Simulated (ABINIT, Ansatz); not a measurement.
Computed results, one entry a study.

**Be3N2 (P6_3/mmc): G0W0 with ABINIT, start to end**

Symmetry: P6_3/mmc, No. 194, hexagonal system. Conventional cell: a = 2.842 Å, b = 2.842 Å, c = 9.747 Å, α = 90.00°, β = 90.00°, γ = 120.00°. Be has 4 N at 1.67 to 1.81 Å nearest. Be has 3 N at 1.64 Å nearest. Nearest to N lie 6 Be at 1.81 Å. N has 5 Be at 1.64 to 1.67 Å nearest. Farther neighbours, and contacts between anions beyond the nearest, are not listed.

```yaml
method: RPA screening on PBEsol, plane waves, norm-conserving pseudopotentials (and 2 further levels or steps)
program: ABINIT 10.8.3
settings: cutoff 38 Ha, PseudoDojo scalar-relativistic 0.4.1 standard, norm-conserving, ngkpt (3, 3, 1), nband 83, ecuteps 4.4 Ha, inclvkb 2, shiftk (0, 0, 0), symchi 1, awtr 1, frequency ppm, 3×3×1 k-mesh
cost: 5 runs, 81 s in all on 4 MPI ranks of Arm Neoverse V2, shared host
notes: The program’s warnings: nproc spkpt=  >= nkpt= * nsppol=. The cell and positions are those that the Materials Project relaxed with its own functionals (PBE, PBE+U or r2SCAN), kept fixed. Local fields lower the RPA ε∞ on this mesh from 5.54 to 5.11; a Γ-centred mesh this coarse tends to raise both, most where the direct gap is narrow, while a short band sum lowers them. The 3×3×1 mesh is coarse for this cell, which bears on the long-range parts of exchange and screening.
pbesol_gap: 3.25 eV, indirect
g0w0_gap_on_the_mesh: 6.07 eV
g0w0_gap_over_the_zone_rigid_shift: 4.75 eV
gw_settings: 3×3×1 mesh, 83 bands, screening to 119.7 eV, Godby-Needs plasmon pole
known_limits: short of the basis limit; coarse k mesh
```

G0W0 moves the gap on the mesh from 4.58 eV to 6.07 eV (+1.50 eV), with Z of 0.81 and 0.84 at the edges. The mesh misses the band edges by 1.33 eV in all; a rigid shift gives 4.75 eV for the zone.

[Long decimals in the printed logs are rounded to 6 places.]

[Logs are printed without paths, hosts, clocks, repeated set-up lines and the standing remarks that a program may print on its own settings, such as how far it seeks lower states.]

[Paths, hosts, dates, memory and timing lines, banners, echoed tables and standing remarks are left out of the program output; an Ansatz launch command may be rebuilt from the run's recorded settings. Measured values are a selection of at most five: reports struck by readers or far from the other reports are left out. None is set beside runs whose start may be inverted or whose files or cutoffs have a known fault.]

[Runs of the session that timed out or met a known fault of the program may be left out.]

[Hosts, paths, dates, database ids (printed as entryN), source tags and the programs' standing remarks are cut or masked in the printed files.]

[G0W0 gaps are taken among the corrected bands and points alone; a level outside them can change the order at an edge.]

[Where Ansatz stands beside ABINIT at settings called matched, ABINIT's density can come from a denser mesh and the files from another edition; pairs whose starting gaps differed by over 0.03 eV were left out, so agreement reads better than it is.]
